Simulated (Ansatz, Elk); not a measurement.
**Bonding as seen by X-rays: PIr**

Structure refinements treat a crystal as free atoms side by side. For a made-up structure of PIr (cell and positions from a PBE relaxation) the runs below show what the calculated density changes in F(hkl).

Main program and level: Elk 11.2.3 (patched build); DFT, PBE, all-electron APW+lo, Dirac cores, scalar-relativistic bands, static density, no spin.

The structure was built from a prototype and need not be the compound's stable phase.

**1. Set-up**

It takes space group Fm-3m (No. 225, cubic). The conventional cell has a = 4.927 Å, b = 4.927 Å, c = 4.927 Å, α = 90.00°, β = 90.00°, γ = 90.00°. Ir has 6 P at 2.46 Å nearest. P has 6 Ir at 2.46 Å nearest. Farther neighbours are not listed.

**2. Ground state and structure factors**

An all-electron density is needed, since X-rays see the cores too. Task 0 finds the density and task 195 Fourier-transforms it; tshift is off so that phases refer to the origin typed.

Input file elk.in:

```
tasks
  0
  195

xctype
  20

spinpol
  .false.

rgkmax
  7.0

gmaxvr
  14.0

lmaxo
  7

lmaxapw
  8

swidth
  0.002

tshift
  .false.

ramdisk
  .false.

hmaxvr
  5.5

maxscl
  120

epspot
  1e-06

sppath
  './'

avec
  -0.00000000000 4.65565458581 4.65565458581
  4.65565458581 0.00000000000 4.65565458581
  4.65565458581 4.65565458581 0.00000000000

atoms
  2
  'Ir.in'
  1
  -0.0000000000 0.0000000000 0.0000000000   0.000000 0.000000 0.000000
  'P.in'
  1
  0.5000000000 0.5000000000 0.5000000000   0.000000 0.000000 0.000000

ngridk
  8 8 8
```

Started as:

```sh
> OMP_NUM_THREADS=4 elk
```

Numbers of over 12 decimals in the logs are rounded to 6 here.

The log of the run:

```text
┌─────────────────────────┐
│ Elk code version 11.2.3 │
└─────────────────────────┘

All units are atomic (Hartree, Bohr, etc.)

┌─────────────────────────────────────────────────┐
│ Ground-state run starting from atomic densities │
└─────────────────────────────────────────────────┘

Lattice vectors :
  -0.000000000       4.655654586       4.655654586
   4.655654586       0.000000000       4.655654586
   4.655654586       4.655654586       0.000000000

Reciprocal lattice vectors :
 -0.6747907508      0.6747907508      0.6747907508
  0.6747907508     -0.6747907508      0.6747907508
  0.6747907508      0.6747907508     -0.6747907508

Unit cell volume      :    201.8237401
Brillouin zone volume :    1.229043785

Muffin-tin inner radius fraction :   0.1000000000E-01

Nuclei treated as point charges

Species : 1 (Ir)
 parameters loaded from : Ir.in
 name : iridium
 nuclear charge    :   -77.00000000
 electronic charge :    77.00000000
 atomic mass :    350390.1562
 muffin-tin radius :    2.579166568
 number of radial points in muffin-tin :   1393
 inner part over the whole radius :   0.9963517402E-02
 number on inner part of muffin-tin    :    998
 approximate nuclear radius :   0.1024342351E-03
 number of mesh points to nuclear radius :    524
 atomic positions (lattice), magnetic fields (Cartesian) :
  1 :   0.00000000  0.00000000  0.00000000    0.00000000  0.00000000  0.00000000

Species : 2 (P)
 parameters loaded from : P.in
 name : phosphorus
 nuclear charge    :   -15.00000000
 electronic charge :    15.00000000
 atomic mass :    56461.71230
 muffin-tin radius :    2.026488018
 number of radial points in muffin-tin :    793
 inner part over the whole radius :   0.9852934828E-02
 number on inner part of muffin-tin    :    552
 approximate nuclear radius :   0.6081821256E-04
 number of mesh points to nuclear radius :    250
 atomic positions (lattice), magnetic fields (Cartesian) :
  1 :   0.50000000  0.50000000  0.50000000    0.00000000  0.00000000  0.00000000

Total number of atoms per unit cell :    2
Total muffin-tin volume :    106.7260134
 ratio of muffin-tin to unit cell volume :   0.5288080251

Spin treatment :
 spin-unpolarised

Number of Bravais lattice symmetries :   48
Number of crystal symmetries         :   48
Crystal has inversion symmetry
Real symmetric eigensolver will be used

k-point grid :      8     8     8
k-point offset :    0.000000000       0.000000000       0.000000000
k-point set is reduced with full crystal symmetry group
Total number of k-points :       29

Muffin-tin radius times maximum |G+k| :    7.000000000
 using average radius
Maximum |G+k| for APW functions       :    3.039741635
Maximum (1/2)|G+k|²                   :    4.620014603
Maximum |G| for potential and density :    14.00000000
Constant for pseudocharge density :    9
 order of it for each species :   16  16
 order of it for pair densities of each species (exact exchange by exxq0 0: 17) :   12   6
Radial integration step length :    1

G-vector grid sizes :     30    30    30
Number of G-vectors :     9377

Maximum angular momentum used for
 APW functions            :    8
 outer part of muffin-tin :    7
 inner part of muffin-tin :    2

Total nuclear charge    :   -92.00000000
Total core charge       :    58.00000000
Total valence charge    :    34.00000000
Total excess charge     :    0.000000000
Total electronic charge :    92.00000000

Effective Wigner radius, rₛ :   0.8060561041

Number of empty states         :      8
Total number of valence states :     26
Total number of core states    :     58

Third-order local-orbitals added for an l without core states : T
Total number of local-orbitals :     43

Exchange-correlation functional :     20     0     0
 Perdew-Burke-Ernzerhof, Phys. Rev. Lett. 77, 3865 (1996)
 gradient requirement :    1
 generalised gradient approximation (GGA)

Smearing type :    3
 Fermi-Dirac
Smearing width :   0.2000000000E-02
Effective electronic temperature (K) :    631.5500496

Mixing type :    3
[...]
exchange                    :     -366.99045900167
 correlation                 :     -5.345291
 electron entropic           :    -0.57194854358764E-03
 total energy                :     -18202.581681021

Density of states at Fermi energy :    42.32696590
 (states/Hartree/unit cell)

Estimated indirect band gap :   0.2234553430E-02
 from k-point 12 to k-point 18
Estimated direct band gap   :   0.9629034551E-02
 at k-point 20

Charges :
 core                        :    58.00000000
 valence                     :    34.00000000
 interstitial                :    3.327751015
 muffin-tins (core leakage)
  species : 1 (Ir)
   atom 1                    :    75.87539739     (  0.8079274511E-03)
  species : 2 (P)
   atom 1                    :    12.79685160     (  0.8775474908E-03)
 total in muffin-tins        :    88.67224898
 total calculated charge     :    91.99722447
 total charge                :    92.00000000
 error                       :   0.2775528305E-02

RMS change in Kohn-Sham potential (target) :   0.3276771197     (  0.1000000000E-05)
Absolute change in total energy (target)   :    1.716558743     (  0.1000000000E-03)

[... loops 3 to 14 left out ...]

┌──────────────────┐
│ Loop number : 15 │
└──────────────────┘

Energies :
 Fermi                       :     0.391417
 sum of occupied eigenvalues :     -11146.238314823
 electron kinetic            :      20697.632180049
 core electron kinetic       :      19922.866583696
 Coulomb                     :     -38525.402719043
 Coulomb potential           :     -31356.848356762
 nuclear-nuclear             :     -1650.2794396620
 electron-nuclear            :     -42426.702298469
 Hartree                     :      5551.5790190878
 Madelung                    :     -22846.978540662
 xc potential                :     -487.02213810953
 exchange                    :     -367.10610699355
 correlation                 :     -5.344404
 electron entropic           :    -0.58767283721935E-03
 total energy                :     -18200.221637237

Density of states at Fermi energy :    43.28114636
 (states/Hartree/unit cell)

Estimated indirect band gap :   0.2230125004E-02
 from k-point 12 to k-point 18
Estimated direct band gap   :   0.1131497633E-01
 at k-point 20

Charges :
 core                        :    58.00000000
 valence                     :    34.00000000
 interstitial                :    3.265034844
 muffin-tins (core leakage)
  species : 1 (Ir)
   atom 1                    :    75.89867162     (  0.7830632955E-03)
  species : 2 (P)
   atom 1                    :    12.83629353     (  0.8483213217E-03)
 total in muffin-tins        :    88.73496516
 total calculated charge     :    91.99721573
 total charge                :    92.00000000
 error                       :   0.2784265018E-02

RMS change in Kohn-Sham potential (target) :   0.7940590958E-07 (  0.1000000000E-05)
Absolute change in total energy (target)   :   0.4140135570E-04 (  0.1000000000E-03)

Convergence targets achieved

┌──────────────────┐
│ Loop number : 16 │
└──────────────────┘

Energies :
 Fermi                       :     0.391417
 sum of occupied eigenvalues :     -11146.238310032
 electron kinetic            :      20697.632185122
 core electron kinetic       :      19922.866587925
 Coulomb                     :     -38525.402719113
 Coulomb potential           :     -31356.848358872
 nuclear-nuclear             :     -1650.2794396620
 electron-nuclear            :     -42426.702296251
 Hartree                     :      5551.5790167994
 Madelung                    :     -22846.978539677
 xc potential                :     -487.02213628191
 exchange                    :     -367.10610696089
 correlation                 :     -5.344404
 electron entropic           :    -0.58767281096477E-03
 total energy                :     -18200.221632201

Density of states at Fermi energy :    43.28114389
 (states/Hartree/unit cell)

Estimated indirect band gap :   0.2230126606E-02
 from k-point 12 to k-point 18
Estimated direct band gap   :   0.1131497648E-01
 at k-point 20

Charges :
 core                        :    58.00000000
 valence                     :    34.00000000
 interstitial                :    3.265034847
 muffin-tins (core leakage)
  species : 1 (Ir)
   atom 1                    :    75.89867162     (  0.7830633214E-03)
  species : 2 (P)
   atom 1                    :    12.83629353     (  0.8483213123E-03)
 total in muffin-tins        :    88.73496515
 total calculated charge     :    91.99721573
 total charge                :    92.00000000
 error                       :   0.2784265073E-02

┌──────────────────────────────┐
│ Self-consistent loop stopped │
└──────────────────────────────┘

Warning : core states of species 1 leak from the muffin-tin :   0.7830633214E-03

Warning : core states of species 2 leak from the muffin-tin :   0.8483213123E-03

Wrote STATE.OUT
```

Elapsed: 9.1 s, on 4 threads of Arm Neoverse V2, shared host; peak memory 0.16 GiB.

SFACRHO.OUT:

```text

h k l indices transformed by vhmat matrix:
   1.000000000       0.000000000       0.000000000    
   0.000000000       1.000000000       0.000000000    
   0.000000000       0.000000000       1.000000000    

      h      k      l  multipl.   |H|            Re(F)            Im(F)           |F|

      0      0      0      1   0.0000000       91.999999     -0.35035411E-16   91.999999    
     -1      0      0      8   1.1687719       56.160740     -0.11112488E-14   56.160740    
      0     -1     -1      6   1.3495815       75.180336      0.21734879E-14   75.180336    
     -1      1      0     12   1.9085965       67.274631      0.36265018E-16   67.274631    
     -1      1     -1     24   2.2380277       47.057785      0.13554232E-13   47.057785    
      0      0     -2      8   2.3375437       62.225023      0.20727488E-14   62.225023    
      2      2      0      6   2.6991630       58.317305     -0.35983714E-14   58.317305    
     -2      1      0     24   2.9413447       41.683944      0.55242478E-14   41.683944    
      1      2     -1     24   3.0177560       55.190471     -0.16752341E-14   55.190471    
      3      1      0     24   3.3057860       52.566143     -0.32365273E-14   52.566143    
     -1      2      2     24   3.5063156       37.773074      0.22858164E-14   37.773074    
     -3     -3     -3      8   3.5063156       37.993269     -0.70825530E-14   37.993269    
     -2      0      2     12   3.8171929       48.178698     -0.96658623E-16   48.178698    
     -1      2     -2     48   3.9921159       35.118572     -0.58653020E-14   35.118572    
     -1     -1     -4     24   4.0487445       46.370647      0.42311534E-14   46.370647    
      0     -3     -3      6   4.0487445       46.180106      0.42286995E-14   46.180106    
     -3     -2      1     24   4.2677514       44.576915     -0.70715534E-14   44.576915    
      4      3      4     24   4.4248989       32.976030     -0.11648451E-13   32.976030
```

Elk indexes on the primitive cell of elk.in and gives |H| = 4π sin θ/λ in inverse bohr. Below, one row stands for each form hkl of the conventional cell (m members, Friedel mates merged), F is for one primitive cell and the density is static (no thermal factor). Free-atom factors are Waasmaier and Kirfel's, and R is Σm||F|−|F'||/Σm|F|.

```csv
hkl,m,sin θ/λ (Å⁻¹),"abs F, DFT",neutral atoms,diff.
111,8,0.176,56.161,56.166,-0.005
200,6,0.203,75.180,75.223,-0.042
220,12,0.287,67.275,67.456,-0.182
311,24,0.337,47.058,47.113,-0.055
222,8,0.351,62.225,62.316,-0.091
400,6,0.406,58.317,58.418,-0.101
331,24,0.442,41.684,41.645,+0.038
420,24,0.454,55.191,55.249,-0.059
422,24,0.497,52.566,52.568,-0.002
511,24,0.527,37.773,37.914,-0.141
333,8,0.527,37.993,37.914,+0.079
440,12,0.574,48.179,48.193,-0.014
531,48,0.600,35.119,35.151,-0.032
442,24,0.609,46.371,46.358,+0.013
600,6,0.609,46.180,46.358,-0.178
620,24,0.642,44.577,44.698,-0.121
533,24,0.665,32.976,32.967,+0.009
622,24,0.673,43.101,43.183,-0.082
444,8,0.703,41.797,41.790,+0.007
711,24,0.725,31.034,31.154,-0.119
551,24,0.725,31.144,31.154,-0.010
640,24,0.732,40.449,40.500,-0.052
```

**3. The highest occupied states alone**

An energy window below the Fermi level keeps the highest occupied states, to see at which angles they scatter; shallow core shells can lie inside it and anion s states outside. No new self-consistency is needed.

elk.in, as its differences from that of step 2:

```diff
@@ -1,3 +1,2 @@
 tasks
-  0
   195
@@ -40,2 +39,5 @@
 
+wsfac
+  -0.159820 0.691420
+
 sppath
```

Started as:

```sh
> OMP_NUM_THREADS=4 elk
```

The log of the run:

```text
┌─────────────────────────────────┐
│ Elk code version 11.2.3 started │
└─────────────────────────────────┘

Info(readinput): the functional depends on the density's gradient
 muffin-tin radial points multiplied by    2.00000
 (not where nrmtscf is given)

┌────────────────────┐
│ Current task : 195 │
└────────────────────┘
Info(checkmt): changed muffin-tin radius of species 1 (Ir) from   2.8000 to   2.5792
Info(checkmt): changed muffin-tin radius of species 2 (P) from   2.2000 to   2.0265

Info(sfacrho): density structure factors written to SFACRHO.OUT

 Energy window :  -0.1598200000      0.6914200000

┌──────────────────┐
│ Elk code stopped │
└──────────────────┘
```

It took 2.5 s on 4 threads; peak memory 0.16 GiB.

States within 15 eV below the Fermi level hold 14.00 electrons; any levels below the window count with the cores. Their amplitudes can exceed the total, where window and core parts have opposite phase:

```csv
hkl,sin θ/λ (Å⁻¹),"abs F, window","abs F, all"
111,0.176,2.020,56.161
200,0.203,3.574,75.180
220,0.287,0.845,67.275
311,0.337,0.390,47.058
222,0.351,0.083,62.225
400,0.406,0.213,58.317
331,0.442,0.017,41.684
420,0.454,0.234,55.191
422,0.497,0.158,52.566
511,0.527,0.284,37.773
```

**4. Another functional**

The difference from free atoms is small, so it is set against the change that LDA (Perdew-Wang) makes.

elk.in, as its differences from that of step 3:

```diff
@@ -1,2 +1,3 @@
 tasks
+  0
   195
@@ -4,3 +5,3 @@
 xctype
-  20
+  3
 
@@ -39,5 +40,2 @@
 
-wsfac
-  -0.159820 0.691420
-
 sppath
```

Started as:

```sh
> OMP_NUM_THREADS=4 elk
```

The log of the run:

```text
┌─────────────────────────┐
│ Elk code version 11.2.3 │
└─────────────────────────┘

All units are atomic (Hartree, Bohr, etc.)

┌─────────────────────────────────────────────────┐
│ Ground-state run starting from atomic densities │
└─────────────────────────────────────────────────┘

Lattice vectors :
  -0.000000000       4.655654586       4.655654586
   4.655654586       0.000000000       4.655654586
   4.655654586       4.655654586       0.000000000

Reciprocal lattice vectors :
 -0.6747907508      0.6747907508      0.6747907508
[...]
species : 1 (Ir)
   atom 1                    :    75.91466142     (  0.7759357032E-03)
  species : 2 (P)
   atom 1                    :    12.83567389     (  0.8599169078E-03)
 total in muffin-tins        :    88.75033531
 total calculated charge     :    91.99719743
 total charge                :    92.00000000
 error                       :   0.2802571979E-02

┌──────────────────────────────┐
│ Self-consistent loop stopped │
└──────────────────────────────┘

Warning : core states of species 1 leak from the muffin-tin :   0.7759357032E-03

Warning : core states of species 2 leak from the muffin-tin :   0.8599169078E-03

Wrote STATE.OUT
[key lines of the parts left out:]
total energy                :     -18189.085879494
```

Elapsed: 5.5 s, on 4 threads; peak memory 0.16 GiB; 14 s of CPU time.

Against the first run R = 0.02 %; the largest change is -0.021 at 444.

**5. A coarser k-mesh**

About half the k-points along each axis test the sampling.

elk.in, as its differences from that of step 4:

```diff
@@ -5,3 +5,3 @@
 xctype
-  3
+  20
 
@@ -58,2 +58,2 @@
 ngridk
-  8 8 8
+  4 4 4
```

Started as:

```sh
> OMP_NUM_THREADS=4 elk
```

The log of the run:

```text
┌─────────────────────────┐
│ Elk code version 11.2.3 │
└─────────────────────────┘

All units are atomic (Hartree, Bohr, etc.)

┌─────────────────────────────────────────────────┐
│ Ground-state run starting from atomic densities │
└─────────────────────────────────────────────────┘

Lattice vectors :
  -0.000000000       4.655654586       4.655654586
   4.655654586       0.000000000       4.655654586
   4.655654586       4.655654586       0.000000000

Reciprocal lattice vectors :
 -0.6747907508      0.6747907508      0.6747907508
[...]
species : 1 (Ir)
   atom 1                    :    75.91295425     (  0.7851964168E-03)
  species : 2 (P)
   atom 1                    :    12.82342144     (  0.8459021811E-03)
 total in muffin-tins        :    88.73637569
 total calculated charge     :    91.99736702
 total charge                :    92.00000000
 error                       :   0.2632977419E-02

┌──────────────────────────────┐
│ Self-consistent loop stopped │
└──────────────────────────────┘

Warning : core states of species 1 leak from the muffin-tin :   0.7851964168E-03

Warning : core states of species 2 leak from the muffin-tin :   0.8459021811E-03

Wrote STATE.OUT
[key lines of the parts left out:]
total energy                :     -18200.226301855
```

It took 6.6 s on 4 threads; peak memory 0.16 GiB.

Against the first run R = 0.01 %; the largest change is +0.015 at 111.

**6. Basis size**

The basis and the expansions that go with it are enlarged, to see whether the differences are converged.

elk.in, as its differences from that of step 5:

```diff
@@ -11,12 +11,12 @@
 rgkmax
-  7.0
+  8.5
 
 gmaxvr
-  14.0
+  18.0
 
 lmaxo
-  7
+  9
 
 lmaxapw
-  8
+  10
 
@@ -58,2 +58,2 @@
 ngridk
-  4 4 4
+  8 8 8
```

Started as:

```sh
> OMP_NUM_THREADS=4 elk
```

The log of the run:

```text
┌─────────────────────────┐
│ Elk code version 11.2.3 │
└─────────────────────────┘

All units are atomic (Hartree, Bohr, etc.)

┌─────────────────────────────────────────────────┐
│ Ground-state run starting from atomic densities │
└─────────────────────────────────────────────────┘

Lattice vectors :
  -0.000000000       4.655654586       4.655654586
   4.655654586       0.000000000       4.655654586
   4.655654586       4.655654586       0.000000000

Reciprocal lattice vectors :
 -0.6747907508      0.6747907508      0.6747907508
[...]
species : 1 (Ir)
   atom 1                    :    75.90762692     (  0.7833696550E-03)
  species : 2 (P)
   atom 1                    :    12.83896966     (  0.8485634867E-03)
 total in muffin-tins        :    88.74659658
 total calculated charge     :    91.99836740
 total charge                :    92.00000000
 error                       :   0.1632601820E-02

┌──────────────────────────────┐
│ Self-consistent loop stopped │
└──────────────────────────────┘

Warning : core states of species 1 leak from the muffin-tin :   0.7833696550E-03

Warning : core states of species 2 leak from the muffin-tin :   0.8485634867E-03

Wrote STATE.OUT
[key lines of the parts left out:]
total energy                :     -18200.225621848
```

The job ended after 17 s (4 threads; peak memory 0.19 GiB; 43 s of CPU time).

Against the first run R = 0.00 %; the largest change is -0.008 at 222.

**7. Settings against the effect**

```csv
run,R against the first run (%),"R against neutral atoms, low angle (%)",wall time
"PBE, rgkmax 7",0.00,0.14,9.1 s
LDA (Perdew-Wang),0.02,0.14,5.5 s
k-mesh 4×4×4,0.01,0.15,6.6 s
rgkmax 8.5 with larger expansions,0.00,0.14,17 s
```

**8. Results**

* R against neutral atoms, sin θ/λ < 0.3 Å⁻¹: 0.14 %
* R against neutral atoms, 0.3 to 0.81 Å⁻¹: 0.13 %

What this shows: Independent neutral atoms miss the calculated amplitudes by R = 0.14 % below 0.3 Å⁻¹ and 0.13 % from there to 0.81 Å⁻¹; by shells, 0.14 % 0.15 to 0.3 (3 forms), 0.12 % 0.3 to 0.45 (4 forms), 0.13 % above 0.45 (19 forms). Bonding, aspherical density and the tables' own atoms all enter these figures, and the runs don't part them. The largest change of an amplitude is -0.18 electrons, at 220. The window's part falls from 14.0 electrons at the origin to at most 0.28 between 0.45 and 0.81 Å⁻¹. Below 0.3 Å⁻¹ the changes that finished (LDA (Perdew-Wang), k-mesh 4×4×4 and rgkmax 8.5 with larger expansions) move F by R = 0.01 % at most, against the 0.14 % that separates it from free atoms. These runs have no spin, though d or f shells may be open. Spin-orbit coupling is left out, which can matter for elements this heavy. Part of the difference isn't bonding: the tables are fits to free atoms and ions calculated by other methods than this functional. Thermal motion, anomalous dispersion and extinction are left out.

[Logs are printed without paths, hosts, clocks, repeated set-up lines and the standing remarks that a program may print on its own settings, such as how far it seeks lower states.]

[Hosts, paths, dates, database ids (printed as entryN), source tags and the programs' standing remarks are cut or masked in the printed files.]
